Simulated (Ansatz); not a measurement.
**A hypothetical structure for ScMo**

Starting from a made-up structure for ScMo, the aim is the relaxed cell, its shortest contacts and, where a second run follows, its electronic structure.

Program: Ansatz 0.2.0. Level of theory: DFT, PBEsol, plane-wave PAW, files of the set soft_1, scalar-relativistic, no spin, cell and ions relaxed at zero pressure; PAW set soft_1. Results are calculated unless marked as measured.

## Step 1: Set-up

It takes space group Pmma (No. 51, orthorhombic). Conventional cell: a = 4.856 Å, b = 3.077 Å, c = 5.377 Å, α = 90.00°, β = 90.00°, γ = 90.00°. Nearest to Mo lie 8 Sc at 2.99 to 3.14 Å and 4 Mo at 3.08 to 3.10 Å. Nearest to Sc lie 8 Mo at 2.99 to 3.14 Å and 4 Sc at 3.04 to 3.08 Å. Farther neighbours are not listed.

## Step 2: Relaxation of the guess

The guessed cell has no reason to be at equilibrium. It is relaxed with the atoms, within the space group of the guess.

input.yaml

```yaml
crystal:
  lattice:
    - [4.856, 0.0, 0.0]
    - [0.0, 3.077, 0.0]
    - [0.0, 0.0, 5.377]
  atoms:
    - { symbol: Mo, position: [0.25, 0.0, 0.8203] }
    - { symbol: Mo, position: [0.75, 0.0, 0.1797] }
    - { symbol: Sc, position: [0.25, 0.5, 0.3298] }
    - { symbol: Sc, position: [0.75, 0.5, 0.6702] }
kpoints:
  mp_grid: { grid: [6, 9, 5] }
scf:
  occupations: { method: fermi_dirac, width: 0.05 }
hamiltonian:
  xc: pbesol
  pseudopotentials: { kind: paw, azcp: { folder: soft_1 }, xc_functional: pbe }
relax:
  f_tol: 0.015
  max_steps: 70
  cell: {}
output:
  forces: true
  stress: true
```

Launch:

```
ansatz run input.yaml --threads 4 --pin off --max-ram 8192MiB --backend cpu --events-out ev --progress --plain --runs-dir out
```

Numbers of over 12 decimals in the logs are rounded to 6 here.

The log of the run:

```text
Engine: ansatz 0.2.0, aarch64-unknown-linux-gnu
Pseudopotentials: kind: paw
Pseudopotential: Mo, paw, valence charge 14, recommended cutoff 420 eV (normal), soft_1/Mo.paw.azcp
Pseudopotential: Sc, paw, valence charge 11, recommended cutoff 420 eV (normal), soft_1/Sc.paw.azcp
Functional definition: PBEsol
  exchange = pbesol_x
  correlation = pbesol_c
Crystal: 4 atoms, lattice volume = 80.343 Å³
Basis set: ecut = 420 eV, 1551 PW (Γ), exchange–correlation on 72×48×72 points (8 copies of the dense FFT grid, shifted against one another)
Bands: 30, of which v1, the nominal top of the filled ones, is band 25 counted from 1 (24 counted from 0)
Symmetry: 8 space group operations
Space group: Pmma (ITA 51), of the structure as read, at distance tolerance 4.3e-5 Å
k-points: 60 of 270
Non-local potential: Mo, projectors of the file, l = 0: 3, l = 1: 2, l = 2: 2, l = 3: 1
Non-local potential: Sc, projectors of the file, l = 0: 3, l = 1: 2, l = 2: 3, l = 3: 1
PAW form: soft (Blöchl's): semilocal exchange-correlation on the pseudo side does not see the compensation charge
PAW frozen core: Mo, regenerated for the run's functional, and the local potential with it (the file was generated under x = pbe(κ = 0.804, μ = 0.219515), c = pbe(β = 0.066725))
PAW frozen core: Sc, regenerated for the run's functional, and the local potential with it (the file was generated under x = pbe(κ = 0.804, μ = 0.219515), c = pbe(β = 0.066725))
PAW one-centre angular grid: Mo, 590 points (default); XC on 64 Gauss nodes
PAW one-centre angular grid: Sc, 590 points (default); XC on 64 Gauss nodes
Initial density: superposition of atomic densities (chi_scale 0.1, normalization cell, long waves kept (reshape's long-wave potential 0.00 eV rms))
Initial wavefunctions: pseudopotential atomic-orbital guess
Functional: x = pbesol(κ = 0.804, μ = 0.123457), c = pbesol(β = 0.046)
SCF iter   1: F=—  HF=-14028.134626 eV  |F-HF|=—  |Δ(HF+E_count)|=         —  Δρ=2.35e-1  dr2=1.20e2  ethr=3.10e-3  ⟨swp⟩=3.4  Hψ=5806  notcnv=0
preconditioner: auto → Kerker (q_TF=auto, 2.521 Å⁻¹)  [metal: Δε(μ)=0.014 eV  Ē_g=2.581 eV  σ=0.050 eV  W_gap=0.07  n_scr=20 (ndim 8)  ℏωp=17.6 eV  f_vac=0.000  D(μ)=6.88/eV (n_scr^D=74)]
SCF iter   2: F=—  HF=-14016.603022 eV  |F-HF|=—  |Δ(HF+E_count)|=    1.15e1  Δρ=6.28e-2  dr2=7.95e0  ethr=3.10e-3  ⟨swp⟩=3.3  Hψ=4586  notcnv=0
SCF iter   3: F=—  HF=-14015.774457 eV  |F-HF|=—  |Δ(HF+E_count)|=   8.29e-1  Δρ=1.33e-2  dr2=1.42e-1  ethr=3.10e-3  ⟨swp⟩=3.3  Hψ=3225  notcnv=0
SCF iter   4: F=—  HF=-14015.784836 eV  |F-HF|=—  |Δ(HF+E_count)|=   1.04e-2  Δρ=4.81e-3  dr2=1.95e-2  ethr=2.83e-4  ⟨swp⟩=3.1  Hψ=3445  notcnv=0  defer=2
SCF iter   5: F=—  HF=-14015.784012 eV  |F-HF|=—  |Δ(HF+E_count)|=   8.23e-4  Δρ=1.21e-3  dr2=1.43e-3  ethr=3.89e-5  ⟨swp⟩=2.2  Hψ=2557  notcnv=0
SCF iter   6: F=—  HF=-14015.783810 eV  |F-HF|=—  |Δ(HF+E_count)|=   2.02e-4  Δρ=2.15e-4  dr2=6.19e-5  ethr=2.87e-6  ⟨swp⟩=2.1  Hψ=2402  notcnv=0
SCF iter   7: F=—  HF=-14015.783786 eV  |F-HF|=—  |Δ(HF+E_count)|=   2.44e-5  Δρ=4.87e-5  dr2=3.07e-6  ethr=1.24e-7  ⟨swp⟩=2.0  Hψ=2171  notcnv=0
SCF iter   8: F=—  HF=-14015.783785 eV  |F-HF|=—  |Δ(HF+E_count)|=   3.92e-7  Δρ=1.70e-5  dr2=3.08e-7  ethr=6.14e-9  ⟨swp⟩=2.1  Hψ=2304  notcnv=0
SCF iter   9: F=-14015.783785 eV  HF=-14015.783785 eV  |F-HF|=2.88e-8  |Δ(HF+E_count)|=   6.32e-8  Δρ=6.02e-6  dr2=3.75e-8  ethr=2.00e-10  ⟨swp⟩=4.0  Hψ=5609  notcnv=0
SCF 1 converged in 9 iterations: F = -14015.783785 eV  dr2 = 3.75e-8
  greatest PAW one-centre occupation: 0.999 electrons in one spin orbital (limit 2), on the Mo atom at site 1 (counted from 0), in its partial waves of l = 0
relax step   1: F+E_penalty+E_count = -14015.78378532 eV  Δ(F+E_penalty+E_count) = +0.000e0 eV  max|allowed force component| = 1.198e0 eV/Å  Δτ_max = 0.0000 Å  P = -11.738 GPa  Ω = 80.343 Å³  (9 SCF iters, dr2 threshold 1.00e-7 eV, accepted)
Crystal: 4 atoms, lattice volume = 70.941 Å³
Basis set: ecut = 420 eV, 1379 PW (Γ), exchange–correlation on 72×48×72 points (8 copies of the dense FFT grid, shifted against one another)
Initial density: handed on by an earlier stage of this run
Initial wavefunctions: those handed on with the density
iter 1 solved again at ethr=9.82e-4 eV; its pass at ethr=3.10e-3 eV (dr2=4.91e-1 eV) is discarded
SCF iter   1: F=—  HF=-14016.501150 eV  |F-HF|=—  |Δ(HF+E_count)|=         —  Δρ=2.28e-2  dr2=4.94e-1  ethr=9.82e-4  ⟨swp⟩=1.0  Hψ=10062  notcnv=0
preconditioner: auto → Kerker (q_TF=auto, 2.574 Å⁻¹)  [metal: Δε(μ)=0.020 eV  Ē_g=2.944 eV  σ=0.050 eV  W_gap=0.10  n_scr=20 (ndim 8)  ℏωp=18.7 eV  f_vac=0.000  D(μ)=5.73/eV (n_scr^D=68)]
SCF iter   2: F=—  HF=-14016.426939 eV  |F-HF|=—  |Δ(HF+E_count)|=   7.42e-2  Δρ=1.15e-2  dr2=1.20e-1  ethr=9.82e-4  ⟨swp⟩=2.0  Hψ=2144  notcnv=0
SCF iter   3: F=—  HF=-14016.400625 eV  |F-HF|=—  |Δ(HF+E_count)|=   2.63e-2  Δρ=2.56e-3  dr2=9.60e-3  ethr=2.40e-4  ⟨swp⟩=2.0  Hψ=2575  notcnv=0
SCF iter   4: F=—  HF=-14016.398479 eV  |F-HF|=—  |Δ(HF+E_count)|=   2.15e-3  Δρ=4.37e-4  dr2=1.26e-4  ethr=1.92e-5  ⟨swp⟩=2.0  Hψ=2334  notcnv=0
SCF iter   5: F=—  HF=-14016.398495 eV  |F-HF|=—  |Δ(HF+E_count)|=   1.64e-5  Δρ=1.08e-4  dr2=8.18e-6  ethr=2.52e-7  ⟨swp⟩=2.9  Hψ=3375  notcnv=0
SCF iter   6: F=—  HF=-14016.398494 eV  |F-HF|=—  |Δ(HF+E_count)|=   1.08e-6  Δρ=2.58e-5  dr2=5.72e-7  ethr=1.64e-8  ⟨swp⟩=2.3  Hψ=3171  notcnv=0
SCF iter   7: F=-14016.398494 eV  HF=-14016.398494 eV  |F-HF|=4.72e-9  |Δ(HF+E_count)|=   7.35e-8  Δρ=4.09e-6  dr2=1.10e-8  ethr=8.00e-10  ⟨swp⟩=4.0  Hψ=5473  notcnv=0
SCF 2 converged in 7 iterations: F = -14016.398494 eV  dr2 = 1.10e-8
relax step   2: F+E_penalty+E_count = -14016.39849401 eV  Δ(F+E_penalty+E_count) = -6.147e-1 eV  max|allowed force component| = 5.199e-1 eV/Å  Δτ_max = 0.1499 Å  P = +2.460 GPa  Ω = 70.941 Å³  energy of the carried Pulay correction = +5.031e-4 eV  (7 SCF iters, dr2 threshold 4.00e-7 eV, accepted)
Crystal: 4 atoms, lattice volume = 71.466 Å³
Basis set: ecut = 420 eV, 1395 PW (Γ), exchange–correlation on 72×48×72 points (8 copies of the dense FFT grid, shifted against one another)
iter 1 solved again at ethr=2.23e-3 eV; its pass at ethr=3.10e-3 eV (dr2=1.12e0 eV) is discarded
SCF iter   1: F=—  HF=-14016.774463 eV  |F-HF|=—  |Δ(HF+E_count)|=         —  Δρ=2.26e-2  dr2=1.14e0  ethr=2.23e-3  ⟨swp⟩=1.0  Hψ=9901  notcnv=0
preconditioner: auto → Kerker (q_TF=auto, 2.571 Å⁻¹)  [metal: Δε(μ)=0.002 eV  Ē_g=2.965 eV  σ=0.050 eV  W_gap=0.01  n_scr=20 (ndim 8)  ℏωp=18.6 eV  f_vac=0.000  D(μ)=4.78/eV (n_scr^D=46)]
SCF iter   2: F=—  HF=-14016.636838 eV  |F-HF|=—  |Δ(HF+E_count)|=   1.38e-1  Δρ=1.18e-2  dr2=2.77e-1  ethr=2.23e-3  ⟨swp⟩=1.7  Hψ=1873  notcnv=0
SCF iter   3: F=—  HF=-14016.582990 eV  |F-HF|=—  |Δ(HF+E_count)|=   5.38e-2  Δρ=1.59e-3  dr2=2.83e-3  ethr=5.53e-4  ⟨swp⟩=2.0  Hψ=2631  notcnv=0
SCF iter   4: F=—  HF=-14016.582392 eV  |F-HF|=—  |Δ(HF+E_count)|=   5.98e-4  Δρ=3.77e-4  dr2=1.04e-4  ethr=5.67e-6  ⟨swp⟩=2.0  Hψ=2456  notcnv=0
SCF iter   5: F=—  HF=-14016.582378 eV  |F-HF|=—  |Δ(HF+E_count)|=   1.42e-5  Δρ=8.11e-5  dr2=4.87e-6  ethr=2.08e-7  ⟨swp⟩=2.0  Hψ=2279  notcnv=0
SCF iter   6: F=-14016.582377 eV  HF=-14016.582377 eV  |F-HF|=9.50e-8  |Δ(HF+E_count)|=   1.18e-6  Δρ=1.80e-5  dr2=2.31e-7  ethr=8.00e-10  ⟨swp⟩=4.0  Hψ=5896  notcnv=0
SCF 3 converged in 6 iterations: F = -14016.582377 eV  dr2 = 2.31e-7
relax step   3: F+E_penalty+E_count = -14016.58237679 eV  Δ(F+E_penalty+E_count) = -1.839e-1 eV  max|allowed force component| = 1.985e-1 eV/Å  Δτ_max = 0.1305 Å  P = +1.420 GPa  Ω = 71.466 Å³  energy of the carried Pulay correction = +4.734e-4 eV  (6 SCF iters, dr2 threshold 4.00e-7 eV, accepted)
[... from here on, the SCF cycles and remarks between the steps are left out ...]
relax step   4: F+E_penalty+E_count = -14016.63400229 eV  Δ(F+E_penalty+E_count) = -5.163e-2 eV  max|allowed force component| = 6.242e-1 eV/Å  Δτ_max = 0.1316 Å  P = -0.442 GPa  Ω = 72.511 Å³  energy of the carried Pulay correction = +4.148e-4 eV  (6 SCF iters, dr2 threshold 4.00e-7 eV, accepted)
relax step   5: F+E_penalty+E_count = -14016.72831067 eV  Δ(F+E_penalty+E_count) = -9.431e-2 eV  max|allowed force component| = 1.993e-1 eV/Å  Δτ_max = 0.0960 Å  P = -2.026 GPa  Ω = 73.124 Å³  energy of the carried Pulay correction = +3.807e-4 eV  (6 SCF iters, dr2 threshold 4.00e-7 eV, accepted)
relax step   6: F+E_penalty+E_count = -14016.76430238 eV  Δ(F+E_penalty+E_count) = -3.599e-2 eV  max|allowed force component| = 3.690e-1 eV/Å  Δτ_max = 0.0255 Å  P = -0.750 GPa  Ω = 72.379 Å³  energy of the carried Pulay correction = +4.221e-4 eV  (6 SCF iters, dr2 threshold 4.00e-7 eV, accepted)
relax step   7: F+E_penalty+E_count = -14016.77575768 eV  Δ(F+E_penalty+E_count) = -1.146e-2 eV  max|allowed force component| = 1.132e-1 eV/Å  Δτ_max = 0.0372 Å  P = +0.624 GPa  Ω = 71.884 Å³  energy of the carried Pulay correction = +4.498e-4 eV  (6 SCF iters, dr2 threshold 4.00e-7 eV, accepted)
relax step   8: F+E_penalty+E_count = -14016.77815119 eV  Δ(F+E_penalty+E_count) = -2.394e-3 eV  max|allowed force component| = 1.227e-2 eV/Å  Δτ_max = 0.0050 Å  P = +0.155 GPa  Ω = 72.096 Å³  energy of the carried Pulay correction = +4.379e-4 eV  (6 SCF iters, dr2 threshold 4.00e-7 eV, accepted)
relax step   9: F+E_penalty+E_count = -14016.77823849 eV  Δ(F+E_penalty+E_count) = -8.730e-5 eV  max|allowed force component| = 2.283e-3 eV/Å  Δτ_max = 0.0020 Å  P = -0.114 GPa  Ω = 72.292 Å³  energy of the carried Pulay correction = +4.270e-4 eV  (6 SCF iters, dr2 threshold 1.02e-7 eV, accepted)
relax step  10: F+E_penalty+E_count = -14016.77826812 eV  Δ(F+E_penalty+E_count) = -2.963e-5 eV  max|allowed force component| = 2.618e-3 eV/Å  Δτ_max = 0.0006 Å  P = -0.024 GPa  Ω = 72.239 Å³  energy of the carried Pulay correction = +4.300e-4 eV  (6 SCF iters, dr2 threshold 6.64e-8 eV, accepted)
Basis set: ecut = 420 eV, 1409 PW (Γ), exchange–correlation on 64×40×80 points (8 copies of the dense FFT grid, shifted against one another)
Initial wavefunctions: pseudopotential atomic-orbital guess (no wavefunctions were taken with the density)
iter 1 solved again at ethr=1.17e-7 eV; its pass at ethr=3.10e-3 eV (dr2=5.86e-5 eV) is discarded
SCF iter   1: F=—  HF=-14016.777807 eV  |F-HF|=—  |Δ(HF+E_count)|=         —  Δρ=1.37e-4  dr2=1.15e-6  ethr=1.17e-7  ⟨swp⟩=3.0  Hψ=10387  notcnv=0
preconditioner: auto → Kerker (q_TF=auto, 2.566 Å⁻¹)  [metal: Δε(μ)=0.017 eV  Ē_g=3.074 eV  σ=0.050 eV  W_gap=0.09  n_scr=16 (ndim 8)  ℏωp=18.5 eV  f_vac=0.000  D(μ)=3.65/eV (n_scr^D=38)]
SCF iter   2: F=—  HF=-14016.777765 eV  |F-HF|=—  |Δ(HF+E_count)|=   4.21e-5  Δρ=7.08e-5  dr2=3.13e-7  ethr=2.30e-9  ⟨swp⟩=2.0  Hψ=3220  notcnv=0
SCF iter   3: F=—  HF=-14016.777765 eV  |F-HF|=—  |Δ(HF+E_count)|=   4.01e-7  Δρ=3.00e-6  dr2=1.62e-9  ethr=6.26e-10  ⟨swp⟩=2.3  Hψ=3177  notcnv=0
SCF iter   4: F=—  HF=-14016.777765 eV  |F-HF|=—  |Δ(HF+E_count)|=   1.28e-9  Δρ=5.75e-7  dr2=1.22e-10  ethr=3.23e-12  ⟨swp⟩=2.0  Hψ=2326  notcnv=0
iter 5 did not close the SCF: its close was put off for the readings that it lacked (scf_convergence_deferred on its scf_iter line)
SCF iter   5: F=-14016.777765 eV  HF=-14016.777765 eV  |F-HF|=1.09e-11  |Δ(HF+E_count)|=  2.00e-11  Δρ=1.27e-7  dr2=1.44e-11  ethr=1.00e-12  ⟨swp⟩=1.0  Hψ=1800  notcnv=0
SCF iter   6: F=-14016.777765 eV  HF=-14016.777765 eV  |F-HF|=3.64e-12  |Δ(HF+E_count)|=    0.00e0  Δρ=2.53e-8  dr2=7.28e-13  ethr=1.00e-12  ⟨swp⟩=2.0  Hψ=5337  notcnv=0
SCF 11 converged in 6 iterations: F = -14016.777765 eV  dr2 = 7.28e-13
relax step  11: F+E_penalty+E_count = -14016.77776543 eV  Δ(F+E_penalty+E_count) = +5.027e-4 eV  max|allowed force component| = 2.586e-3 eV/Å  Δτ_max = 0.0000 Å  P = -0.022 GPa  Ω = 72.239 Å³  stress off target by 3.51e-2 GPa  SCF on the basis re-selected at this cell (its energy is not comparable with the rows above)  (6 SCF iters)
basis re-selected at this cell: Δ(F+E_penalty+E_count) = +5.027e-4 eV, ΔP = +0.002 GPa vs the last step (what re-selecting the basis moved, of the pressure what is left beyond the Pulay correction that the steps carried, after the strain that the cell walked since its last selection, with what the two solves' SCF thresholds leave and, on support functions, any second-order correction that the steps lacked; it is no measure of the basis error at this ecutwfc). The dense FFT grid was sized anew with the basis: this SCF ran on 32×20×40 points, the steps before it on 36×24×36, so part of this shift can come from that change (see relax.cell in the input reference). [rest of the remark cut]
SCF converged after 6 iterations
Free energy (F): -14016.777765 eV
Harris-Foulkes:  -14016.777765 eV  (|F-HF|=3.64e-12)
Internal energy: -14016.748359 eV  (E = F + TS)
E sigma→0 (E₀):  -14016.763062 eV
Entropy (-TS):   -0.029406 eV (-7.352 meV/atom)
Fermi energy:    15.275717 eV
--- Per-component energies (eV) ---
  E_band       = -456.350988
  E_kinetic    = 1262.230774
  E_local      = -3365.859813  (includes V_loc(G=0)·N_el)
  E_nonlocal   = 590.940273
  E_hartree    = 1186.617811
  E_xc         = -520.541800
  E_vxc        = -648.572466  (∫ρ·V_xc dr)
  E_paw        = -8243.624061  (= ΣΔE_a)
  E_vpaw       = -668.325548  (= ΣTr[D̂ρ^β])
  E_aug_tail   = 0.000175  (compensation charges beyond the density's cutoff)
  E_ewald      = -4927.188369
  E_core_change = 0.676650  (= ΣΔE_core)
  E_smearing   = -0.029406  (= −TS)
  E_closure    = 0.000000  (closes the sum)
  Σ components = -14016.777765   (vs F -14016.777765, Δ=0.00e0)
--- Forces (eV/Å), atoms counted from 1 ---
  atom   1  Mo     0.00000000    -0.00000000     0.00147898
  atom   2  Mo     0.00000000     0.00000000    -0.00147898
  atom   3  Sc     0.00000000    -0.00000000    -0.00258635
  atom   4  Sc     0.00000000     0.00000000     0.00258635
  max |Σ_I F_I| component: 4.34e-19 eV/Å
--- Stress (GPa, compression-positive) ---
       -0.035062      -0.000000      -0.000000
       -0.000000      -0.018221      -0.000000
       -0.000000      -0.000000      -0.012032
  P = ⅓ Tr σ = -0.0218 GPa (-0.218 kbar)
--- Relaxed structure (10 steps of the walk, 10 accepted, 1 SCFs on fresh bases) ---
  F+E_penalty+E_count = -14016.77776543 eV   max|allowed force component| = 2.586e-3 eV/Å   (the final SCF, on the basis selected at the relaxed cell)
  cell:  # Å, volume = 72.2386 Å³
    - [4.542261, 0.0, 0.0]
    - [0.0, 2.812856, 0.0]
    - [0.0, 0.0, 5.653917]
  atoms:
    - { symbol: Mo, position: [0.25, 0.0, 0.879649] }
    - { symbol: Mo, position: [0.75, 0.0, 0.120351] }
    - { symbol: Sc, position: [0.25, 0.500000, 0.347523] }
    - { symbol: Sc, position: [0.75, 0.500000, 0.652477] }
```

Wall time 16 s (4 threads of Arm Neoverse V2, shared host); peak memory 0.48 GiB; 61 s of CPU time.

Relaxation path:

| step | energy less that of the first step (eV) | largest force component (eV/Å) | pressure (GPa) | volume (Å³) |
| --- | --- | --- | --- | --- |
| 1 | 0.0000 | 1.1977 | -11.74 | 80.34 |
| 2 | -0.6147 | 0.5199 | 2.46 | 70.94 |
| 3 | -0.7986 | 0.1985 | 1.42 | 71.47 |
| 4 | -0.8502 | 0.6242 | -0.44 | 72.51 |
| 5 | -0.9445 | 0.1993 | -2.03 | 73.12 |
| 6 | -0.9805 | 0.3690 | -0.75 | 72.38 |
| 7 | -0.9920 | 0.1132 | 0.62 | 71.88 |
| 8 | -0.9944 | 0.0123 | 0.16 | 72.10 |
| 9 | -0.9945 | 0.0023 | -0.11 | 72.29 |
| 10 | -0.9945 | 0.0026 | -0.02 | 72.24 |
| 11* | -0.9940 | 0.0026 | -0.02 | 72.24 |

Relaxation steps marked * repeat the geometry before them on a plane-wave basis chosen anew for their cell, so energy and pressure can jump there.

The run keeps the 8 symmetry operations that it works with, so distortions that break them were not tested.

| conventional cell, symmetrised | before | after | change |
| --- | --- | --- | --- |
| a (Å) | 4.856 | 4.542 | -6.5 % |
| b (Å) | 3.077 | 2.813 | -8.6 % |
| c (Å) | 5.377 | 5.654 | +5.2 % |
| volume (Å³/atom) | 20.09 | 18.06 | -10.1 % |

The atoms that moved most (Å, as changes of fractional coordinates times the final cell):

| atom | dx | dy | dz | length |
| --- | --- | --- | --- | --- |
| Mo2 | 0.000 | 0.000 | -0.336 | 0.336 |
| Mo1 | 0.000 | 0.000 | 0.336 | 0.336 |
| Sc3 | 0.000 | 0.000 | 0.100 | 0.100 |
| Sc4 | 0.000 | 0.000 | -0.100 | 0.100 |

The relaxed structure:

```xyz
4
Lattice="4.5423 0.0000 0.0000 0.0000 2.8129 0.0000 0.0000 0.0000 5.6539" Properties=species:S:1:pos:R:3 pbc="T T T"
Mo    1.1356    0.0000    4.9735
Mo    3.4067    0.0000    0.6805
Sc    1.1356    1.4064    1.9649
Sc    3.4067    1.4064    3.6890
```

This step gave:

```yaml
free_energy: -14016.7778 eV
energy_at_zero_smearing: -14016.7631 eV
smearing_term_ts: 0.02941 eV
fermi_energy: 15.28 eV
electrons: 50
symmetry_operations: 8
pressure: -0.02177 GPa
```

The shortest distance of each pair, which need not be the same contact before and after:

| pair | guess (Å) | relaxed (Å) |
| --- | --- | --- |
| Mo–Mo | 3.077 | 2.648 |
| Sc–Sc | 3.041 | 2.813 |
| Mo–Sc | 2.986 | 2.964 |

The relaxation ends with a largest force component of 0.0026 eV/Å and a pressure of -0.02 GPa.

## Step 3: Outcome

* space group, relaxed: Pmma
* conventional cell: a = 4.542, b = 2.813, c = 5.654 Å; α = 90.0°, β = 90.0°, γ = 90.0°
* volume per atom: 18.06 Å³ (guess 20.09)

ScMo relaxes to Pmma with a = 4.542, b = 2.813 and c = 5.654 Å. The guessed volume was 11 % too large. The space group Pmma was held in the relaxation, so the end point is a stationary structure within it and may be a saddle against distortions or other arrangements. Mesh and cutoff weren't tested. A vector of the cell changed its length by 9 %, more than the volume shows. No dispersion term is used, so weakly bound directions may come out too long. The runs have no spin, and magnetism wasn't tested. Nothing here tests whether the compound is stable against decomposition.

[Logs are printed without paths, hosts, clocks, repeated set-up lines and the standing remarks that a program may print on its own settings, such as how far it seeks lower states.]

[Hosts, paths, dates, database ids (printed as entryN), source tags and the programs' standing remarks are cut or masked in the printed files.]
